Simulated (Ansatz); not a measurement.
# Quasi-harmonic thermodynamics of GaAs (F-43m), part 4 of 4

How much does GaAs expand with temperature?

Measurements to reproduce:
- volume expansion coefficient 16.2 1e-6/K, heat capacity C_P per formula unit 46.8 J/mol/K and bulk modulus 74.8 GPa near room temperature (given in “High-Throughput Prediction of Finite-Temperature Properties using the Quasi-Harmonic Approximation”, 2016, arXiv:1603.06924)

Ansatz 0.2.0; DFT LDA, scalar-relativistic, plane waves, PAW.

So far, principal linear expansion coefficients at 298 K (× 1e-6/K): step 5 (phonons on strained cells, cutoff 487.2 eV, k-mesh 12×12×12) 4.78; step 6 (k-mesh 8×8×8, q-mesh 4×4×4) 6.2. Also isothermal bulk modulus at 298 K (GPa): step 5 71.0; step 6 71.4. The relaxed cell has a = 5.603 Å (conventional setting).

### 7. A new level, relaxed again

The functional, the potentials or the cutoff change, so the crystal is relaxed again at the new setting.

The input, input.yaml:

```yaml
crystal:
  lattice:
    - [0.0, 2.8015748695, 2.8015748695]
    - [2.8015748695, 0.0, 2.8015748695]
    - [2.8015748695, 2.8015748695, 0.0]
  atoms:
    - { symbol: Ga, position: [0.0, 0.0, 0.0] }
    - { symbol: As, position: [0.25, 0.25, 0.25] }
kpoints:
  mp_grid: { grid: [12, 12, 12] }
hamiltonian:
  xc: lda
scf:
  occupations: { method: fixed }
  lower_state_search: "off"
output:
  forces: true
  stress: true
  eigenvalues: true
  write_density: true
  write_potential: true
  elf: true
  volumetric_format: npy
basis:
  ecutwfc: 320.0
relax:
  adjacent_minimum: "off"
  f_tol: 0.001
  max_steps: 60
  cell: { stress_tol: 0.01 }
```

Command:

```bash
> ansatz run input.yaml --threads 8 --pin off --max-ram 16384MiB --backend cpu --events-out ev --progress --plain --runs-dir out
```

Numbers of over 12 decimals in the logs are rounded to 6 here.

What it wrote:

```text
Warning: basis.ecutwfc = 320 eV is below the records' recommended 420 eV, and the density's cutoff is lower with it unless basis.ecutrho_ratio is high enough to keep the records' density cutoff: compare with a run at a higher cutoff
[...]
Crystal: 2 atoms, lattice volume = 43.978 Å³
Basis set: ecut = 320 eV, 537 PW (Γ)
Bands: 18, of which v1, the nominal top of the filled ones, is band 14 counted from 1 (13 counted from 0)
Symmetry: 24 space group operations
[...]
k-points: 72 of 1728 (time reversal used)
[...]
SCF iter   1: F=—  HF=-8481.236411 eV  |F-HF|=—  |Δ(HF+E_count)|=         —  Δρ=5.06e-3  dr2=7.68e-3  ethr=1.77e-3  ⟨swp⟩=4.2  Hψ=5142  notcnv=0  defer=108
[...]
SCF iter   6: F=-8481.230197 eV  HF=-8481.230197 eV  |F-HF|=2.30e-9  |Δ(HF+E_count)|=   1.19e-7  Δρ=6.01e-6  dr2=1.13e-8  ethr=3.57e-10  ⟨swp⟩=8.4  Hψ=8607  notcnv=0
SCF 1 converged in 6 iterations: F = -8481.230197 eV  dr2 = 1.13e-8
[...]
relax step   1: F+E_penalty+E_count = -8481.23019721 eV  Δ(F+E_penalty+E_count) = +0.000e0 eV  max|allowed force component| = 1.226e-16 eV/Å  Δτ_max = 0.0000 Å  P = -0.024 GPa  Ω = 43.978 Å³  (6 SCF iters, dr2 threshold 1.00e-7 eV, accepted)
Crystal: 2 atoms, lattice volume = 43.967 Å³
[...]
SCF iter   4: F=-8481.230393 eV  HF=-8481.230393 eV  |F-HF|=8.19e-11  |Δ(HF+E_count)|=  9.00e-10  Δρ=3.38e-7  dr2=5.88e-11  ethr=2.38e-12  ⟨swp⟩=6.0  Hψ=6120  notcnv=0
SCF 2 converged in 4 iterations: F = -8481.230393 eV  dr2 = 5.88e-11
relax step   2: F+E_penalty+E_count = -8481.23039321 eV  Δ(F+E_penalty+E_count) = -1.960e-4 eV  max|allowed force component| = 3.296e-17 eV/Å  Δτ_max = 0.0000 Å  P = +0.002 GPa  Ω = 43.967 Å³  energy of the carried Pulay correction = +1.952e-4 eV  (4 SCF iters, dr2 threshold 1.50e-9 eV, accepted)
[...]
SCF iter   5: F=-8481.230393 eV  HF=-8481.230393 eV  |F-HF|=3.64e-12  |Δ(HF+E_count)|=  7.28e-12  Δρ=3.40e-8  dr2=2.16e-13  ethr=1.00e-12  ⟨swp⟩=5.3  Hψ=7073  notcnv=0
SCF 3 converged in 5 iterations: F = -8481.230393 eV  dr2 = 2.16e-13
relax step   3: F+E_penalty+E_count = -8481.23039321 eV  Δ(F+E_penalty+E_count) = -4.729e-11 eV  max|allowed force component| = 3.296e-17 eV/Å  Δτ_max = 0.0000 Å  P = -0.006 GPa  Ω = 43.967 Å³  stress off target by 5.83e-3 GPa  SCF on the basis re-selected at this cell (its energy is not comparable with the rows above)  (5 SCF iters)
[...]
SCF converged after 5 iterations
Free energy (F): -8481.230393 eV
[...]
Internal energy: -8481.230393 eV  (E = F + TS)
E sigma→0 (E₀):  -8481.230393 eV
Fermi energy:    8.246075 eV
[...]
--- Stress (GPa, compression-positive) ---
       -0.005829       0.000000       0.000000
        0.000000      -0.005829       0.000000
        0.000000       0.000000      -0.005829
  P = ⅓ Tr σ = -0.0058 GPa (-0.058 kbar)
--- Band table (eV; the first three rows and the last of 72) ---
  k-point 0: bands = [... 10 lower, -4.7394, 8.2461, 8.2461, 8.2461, 8.7274, 11.9468, 11.9468, 11.9468]
  k-point 1: bands = [... 10 lower, -4.6550, 6.9887, 8.1259, 8.1259, 9.5881, 12.0977, 12.1210, 12.1210]
  k-point 2: bands = [... 10 lower, -4.4084, 5.4524, 7.8449, 7.8449, 9.8385, 12.5078, 12.5078, 12.9050]
  k-point 71: bands = [... 10 lower, -2.0659, 1.4389, 4.5586, 4.7491, 12.9038, 12.9083, 13.6352, 14.2197]
--- Relaxed structure (2 steps of the walk, 2 accepted, 1 SCFs on fresh bases) ---
[...]
cell:  # Å, volume = 43.9665 Å³
    - [0, 2.801329, 2.801329]
    - [2.801329, 0, 2.801329]
    - [2.801329, 2.801329, 0]
  atoms:
    - { symbol: Ga, position: [0, 0, 0] }
    - { symbol: As, position: [0.25, 0.25, 0.25] }
```

The job ended after 1.7 s (8 threads of Arm Neoverse V2, shared host; peak memory 0.4 GiB; 10 s of CPU time).

Little changed from the start: no atom moved by 0.005 Å and no cell edge by 0.1 %.

Numbers from this step:

```
pressure          : -0.005829 GPa
gap on the k-mesh : 0.4813 eV
volume per atom   : 21.98 Å³/atom
```

Valence density in the ac plane of a cell with a along [110], b along [-110] and c along [001] of the cube at fractional y = 0.000, with atoms of Ga and As within 0.2 Å of it. It is the smooth field of the valence electrons, not physical close to the nuclei.

Ten steps, logarithmic in the rise over the least value, from '0' (0 e/Å³) to '9' (34 e/Å³), each cell a mean:
```
8521111113785211111137
4212233212342122332123
1112576321111125763211
0013798421000137984210
0012577310000125773100
0001233100000012331000
0000111000000001110000
0000000000000000000000
0000000000000000000000
0000000000000000000000
0000000000000000000000
0000000000000000000000
2100000001121000000011
6310000012563100000125
9621000014896210000148
```
Columns run along a (7.9 Å), rows up along c (5.6 Å), edges of the conventional cell, whose origin can differ from the input's. Atoms in or near the plane, at fractional coordinates: Ga at (0.50, 0.00), Ga at (0.00, 0.00), As at (0.75, 0.75), As at (0.25, 0.75).

Electrostatic potential energy in the ac plane of a cell with a along [110], b along [-110] and c along [001] of the cube at fractional y = 0.000, with atoms of Ga and As within 0.2 Å of it. With pseudopotentials it is smooth inside the atoms' cores, unlike the true potential.

Ten even steps from '0' (-15 eV) to '9' (12 eV), each cell a mean:
```
0037767750000377677500
0255322463002553224630
5673487257656734872576
8872799348888727993488
9973497258999734972589
9986322489999863224899
9998767899999987678999
9999999999999999999999
9999999999999999999999
9999999999999999999999
9999999999999999999999
8899999998888999999988
3479999986334799999863
0048999861000489998610
0027999850000279998500
```
Columns run along a (7.9 Å; values clipped at the 3rd and 97th percentile), rows up along c (5.6 Å), edges of the conventional cell, whose origin can differ from the input's. Atoms in or near the plane, at fractional coordinates: Ga at (0.50, 0.00), Ga at (0.00, 0.00), As at (0.75, 0.75), As at (0.25, 0.75).

ELF in the ac plane of a cell with a along [110], b along [-110] and c along [001] of the cube at fractional y = 0.000, with atoms of Ga and As within 0.2 Å of it. It is the smooth field of the valence electrons, not physical close to the nuclei.

Ten even steps from '_' (0.02) to '@' (0.73), each cell a mean:
```
__..==##@@%%%%%%++::____..==##@@%%%%%%++::__
::--**@@@@%%%%@@%%==::::--**@@@@%%%%@@%%==::
--++@@@@**==++%%@@##==--++@@@@**==++%%@@##==
--**%%%%==::--##@@##==--**%%%%==::--##@@##==
..==##%%**--==##%%++::..==##%%**--==##%%++::
__::++##%%##%%%%**--____::++##%%##%%%%**--__
____::++##%%%%##==..______::++##%%%%##==..__
______::==++++--..__________::==++++--..____
________......________________......________
____________________________________________
::....____________..::::....____________..::
----::..________..--------::..________..----
------::______..::----------::______..::----
..::----::..::::----....::----::..::::----..
::..--==++++++++--::__::..--==++++++++--::__
```
Columns run along a (7.9 Å), rows up along c (5.6 Å), edges of the conventional cell, whose origin can differ from the input's. Atoms in or near the plane, at fractional coordinates: Ga at (0.50, 0.00), Ga at (0.00, 0.00), As at (0.75, 0.75), As at (0.25, 0.75).

The residual pressure is -0.0058 GPa, small enough for phonons.

### 8. The quasi-harmonic study, cutoff 320 eV, q-mesh 4×4×4

Thermal expansion follows from how the free energy of the vibrations (and of the electrons in a metal) changes with strain, so the program makes strained cells, their phonons and a fit in one run.

input.yaml, the sections that differ from step 7:

```yaml
crystal:
  lattice:
    - [0.0, 2.8013290369, 2.8013290369]
    - [2.8013290369, 0.0, 2.8013290369]
    - [2.8013290369, 2.8013290369, 0.0]
  atoms:
    - { symbol: Ga, position: [0.0, 0.0, 0.0] }
    - { symbol: As, position: [0.25, 0.25, 0.25] }
output:
  eigenvalues: true
phonons:
  method: dfpt
  qmesh: [4, 4, 4]
  temperatures: { t_max: 800.0, t_step: 50 }
  thermal_expansion: {}
# kpoints, hamiltonian, scf, basis: as in step 7
# relax: removed
```

What it wrote:

```text
[...]
Warning: basis.ecutrho_ratio = 4 (ecutrho = 1280 eV) is below the records' recommended 1680 eV
[...]
Crystal: 2 atoms, lattice volume = 43.967 Å³
Basis set: ecut = 320 eV, 537 PW (Γ), exchange–correlation on 48×48×48 points (8 copies of the dense FFT grid, shifted against one another)
[...]
800.00    3.98573    3.98573    3.98573    44.7722 |    8.00    8.00    8.00   24.01 |   22.26 |    50.212    49.398 |    65.44    66.52
[...]
vibrations' free energy: its fit passes through its cells
[...]
free energies summed between the sampled wave vectors
[...]
band gaps on the cells' k-points are 0.211 to 0.711 eV
[key lines of the parts left out:]
SCF converged after 8 iterations
Free energy (F): -8481.230394 eV
Fermi energy:    8.246076 eV
P = ⅓ Tr σ = -0.0058 GPa (-0.058 kbar)
```

It took 11 min on 8 threads; peak memory 3.6 GiB; 79 min of CPU time.

Changing the k-mesh (8×8×8 → 12×12×12) and the cutoff (487.2 → 320 eV) takes the volume expansion at 298 K from 18.6 to 19.5 × 10⁻⁶/K and B_T from 71.4 to 71.0 GPa.

### 9. Phonons on strained cells, cutoff 487.2 eV, k-mesh 12×12×12 (run 2)

The study relaxes the crystal at several strains, solves the phonons on some of them and minimises the free energy at each temperature (static energy, vibrations, the electrons in a metal, and PV under a set pressure); the q-mesh sets how far the force constants reach.

input.yaml, the sections that differ from step 8:

```yaml
crystal:
  lattice:
    - [0.0, 2.8015748695, 2.8015748695]
    - [2.8015748695, 0.0, 2.8015748695]
    - [2.8015748695, 2.8015748695, 0.0]
  atoms:
    - { symbol: Ga, position: [0.0, 0.0, 0.0] }
    - { symbol: As, position: [0.25, 0.25, 0.25] }
phonons:
  method: fd
  qmesh: [4, 4, 4]
  temperatures: { t_max: 800.0, t_step: 50 }
  thermal_expansion: {}
# kpoints, hamiltonian, scf, output: as in step 8
# basis: removed
```

What it wrote:

```text
Warning: phonons: the dynamical matrix that this run interpolates holds no multipole term above the dipole-dipole one, and a site of this crystal is no centre of inversion, so its interpolated transverse optical and acoustic branches and sound speeds can stay off near Gamma, and the density of states and the thermodynamics with them. What a run solves at a wave vector of phonons.qpoints, Gamma apart, where the deck admits one, is free of this, and under fd what a larger phonons.supercell samples
The last accepted step is kept in <dir> (removed where the run ends without a failure and the disk answers)
Engine: ansatz 0.2.0, aarch64-unknown-linux-gnu
Pseudopotentials: kind: paw
Pseudopotential: Ga, paw, valence charge 13, recommended cutoff 420 eV (normal), Ga.paw.azcp
Pseudopotential: As, paw, valence charge 15, recommended cutoff 420 eV (normal), As.paw.azcp
Functional definition: SPW92
  exchange = slater_x
  correlation = pw_c
Crystal: 2 atoms, lattice volume = 43.978 Å³
Basis set: ecut = 487.2 eV, 1067 PW (Γ)
Bands: 18, of which v1, the nominal top of the filled ones, is band 14 counted from 1 (13 counted from 0)
Symmetry: 24 space group operations
Space group: F-43m (ITA 216), of the structure as read, at distance tolerance 3.5e-5 Å
k-points: 72 of 1728 (time reversal used)
Non-local potential: Ga, projectors of the file, l = 0: 2, l = 1: 2, l = 2: 3, l = 3: 1
Non-local potential: As, projectors of the file, l = 0: 2, l = 1: 2, l = 2: 3, l = 3: 1
PAW form: soft (Blöchl's): semilocal exchange-correlation on the pseudo side does not see the compensation charge
PAW frozen core: Ga, regenerated for the run's functional, and the local potential with it (the file was generated under x = pbe(κ = 0.804, μ = 0.219515), c = pbe(β = 0.066725))
PAW frozen core: As, regenerated for the run's functional, and the local potential with it (the file was generated under x = pbe(κ = 0.804, μ = 0.219515), c = pbe(β = 0.066725))
PAW one-centre angular grid: Ga, 590 points (default); XC on 64 Gauss nodes
PAW one-centre angular grid: As, 590 points (default); XC on 64 Gauss nodes
Initial density: superposition of atomic densities (neutral atoms: chi_scale 0, normalization atom), corrected by the library's trained network
Initial wavefunctions: pseudopotential atomic-orbital guess
Functional: x = slater, c = lda
SCF iter   1: F=—  HF=-8481.302177 eV  |F-HF|=—  |Δ(HF+E_count)|=         —  Δρ=5.15e-3  dr2=7.67e-3  ethr=1.77e-3  ⟨swp⟩=4.8  Hψ=5404  notcnv=0  defer=130
preconditioner: auto → none  [insulator: Δε(μ)=0.460 eV  Ē_g=15.597 eV  n_scr=14 (ndim 8)  ℏωp=23.8 eV  f_vac=0.079  ε∞_Penn≈3.3]
[...]
Internal energy: -8481.298850 eV  (E = F + TS)
E sigma→0 (E₀):  -8481.298850 eV
Fermi energy:    8.239243 eV
--- Per-component energies (eV) ---
  E_band       = -315.055982
  E_kinetic    = 220.884004
  E_local      = -3887.715529  (includes V_loc(G=0)·N_el)
  E_nonlocal   = -238.342109
  E_hartree    = 1958.303317
  E_xc         = -148.316791
  E_vxc        = -138.899379  (∫ρ·V_xc dr)
  E_paw        = -3666.840334  (= ΣΔE_a)
  E_vpaw       = -187.589320  (= ΣTr[D̂ρ^β])
  E_aug_tail   = -0.000063  (compensation charges beyond the density's cutoff)
  E_ewald      = -2723.075055
  E_core_change = 3.803710  (= ΣΔE_core)
  E_smearing   = -0.000000  (= −TS)
  E_closure    = 0.000000  (closes the sum)
  Σ components = -8481.298850   (vs F -8481.298850, Δ=0.00e0)
--- Forces (eV/Å), atoms counted from 1 ---
  atom   1  Ga     0.00000000     0.00000000     0.00000000
  atom   2  As    -0.00000000     0.00000000     0.00000000
  max |Σ_I F_I| component: 2.01e-16 eV/Å
--- Stress (GPa, compression-positive) ---
        0.002184      -0.000000      -0.000000
        0.000000       0.002184       0.000000
        0.000000       0.000000       0.002184
  P = ⅓ Tr σ = 0.0022 GPa (0.022 kbar)
--- Band table (eV; the first three rows and the last of 72) ---
  k-point 0: bands = [... 10 lower, -4.7393, 8.2392, 8.2392, 8.2392, 8.7266, 11.9348, 11.9348, 11.9348]
  k-point 1: bands = [... 10 lower, -4.6543, 6.9862, 8.1200, 8.1200, 9.5855, 12.0886, 12.1099, 12.1099]
  k-point 2: bands = [... 10 lower, -4.4068, 5.4507, 7.8412, 7.8412, 9.8353, 12.4991, 12.4991, 12.8995]
  k-point 71: bands = [... 10 lower, -2.0650, 1.4380, 4.5563, 4.7471, 12.8927, 12.9013, 13.6279, 14.2081]
── thermal expansion: 3 new cells, 3 in all ──
thermal expansion: relaxation of cell 2
thermal expansion: relaxation of cell 3
── thermal expansion: 2 new cells, 5 in all ──
thermal expansion: relaxation of cell 4
thermal expansion: electrons of cell 4
thermal expansion: phonons of cell 4
thermal expansion: relaxation of cell 5
thermal expansion: electrons of cell 1
thermal expansion: electrons of cell 2
thermal expansion: electrons of cell 3
thermal expansion: electrons of cell 5
thermal expansion: phonons of cell 5
── thermal expansion: 5 new cells, 10 in all ──
thermal expansion: relaxation of cell 6
thermal expansion: relaxation of cell 7
thermal expansion: relaxation of cell 8
thermal expansion: relaxation of cell 9
thermal expansion: relaxation of cell 10
thermal expansion: electrons of cell 6
thermal expansion: electrons of cell 7
thermal expansion: electrons of cell 8
thermal expansion: electrons of cell 9
thermal expansion: electrons of cell 10
thermal expansion: phonons of cell 6
thermal expansion: phonons of cell 7
this run last wrote the structure of step 1 to <dir>
--- Relaxed structure (1 steps of the walk, 1 accepted, 0 SCFs on fresh bases) ---
  F+E_penalty+E_count = -8481.29885001 eV   max|allowed force component| = 1.214e-16 eV/Å
  atoms:
    - { symbol: Ga, position: [0.0, 0.0, 0.0] }
    - { symbol: As, position: [0.25, 0.25, 0.25] }
--- Thermal expansion: 10 cells in 3 rounds, 0 GPa ---
  no lower state was looked for at cell 4: scf.lower_state_search: off
  not told: in the phonons of cell 7: cancelled by the caller after 1 completed SCF iterations
Error: SIGTERM received: cancelled by the caller after 1 completed SCF iterations
[key lines of the parts left out:]
SCF converged after 8 iterations
Free energy (F): -8481.298850 eV
```

It took 36 min on 8 threads; peak memory 3.2 GiB.

The run was cut off at its time limit.

The program's message: “cancelled by the caller after 1 completed SCF iterations”

### 10. Outcome

| Quantity | Value |
| --- | --- |
| settings of these figures | LDA, 487.2 eV, k 8×8×8, q 4×4×4 |
| volume expansion coefficient at 298 K | 18.60 1e-6/K |
| C_P at 298 K | 23.28 J/mol-atom/K |
| entropy at 298 K | 32.66 J/mol-atom/K |
| isothermal bulk modulus at 298 K | 71.44 GPa |
| Grüneisen parameter at 298 K | 0.7639 |
| volume at 298 K | 22.13 Å³/atom |
| principal linear expansion coefficients at 298 K | 6.2, 6.2, 6.2 1e-6/K |

Near room temperature GaAs expands by 18.6 × 10⁻⁶/K in volume by LDA, with C_P = 23.3 J/(mol K) per mole of atoms and B_T = 71.4 GPa. C_P at room temperature is 93 % of the classical 3R an atom. A measured volume expansion coefficient near room temperature is 16.2 1e-6/K (arXiv:1603.06924); the calculated 18.6 1e-6/K differs by +15 %. A measured bulk modulus near room temperature is 74.8 GPa (arXiv:1603.06924); the calculated 71.4 GPa differs by -4 %. The table does not say whether its value is isothermal or adiabatic. A measured heat capacity per formula unit near room temperature is 46.8 J/mol/K (arXiv:1603.06924); the calculated 46.6 J/mol/K differs by -1 %. The expansion still moved strongly between the settings tried, so its convergence is not shown. Changing the q-mesh, k-mesh and cutoff moves the volume expansion at 298 K between 14.3 and 19.5 × 10⁻⁶/K, while the CPU time spans a factor of 3.0. The interpolation has no quadrupole term, so branches near the zone centre are less sure, since this crystal has sites that are not centres of inversion. The PAW files were made for PBE and are used here under another functional, for which the program regenerates the frozen cores.

[Logs are printed without paths, hosts, clocks, repeated set-up lines and the standing remarks that a program may print on its own settings, such as how far it seeks lower states.]

[Hosts, paths, dates, database ids (printed as entryN), source tags and the programs' standing remarks are cut or masked in the printed files.]

[A step with changed settings may run another functional than the one named; its input shows which.]
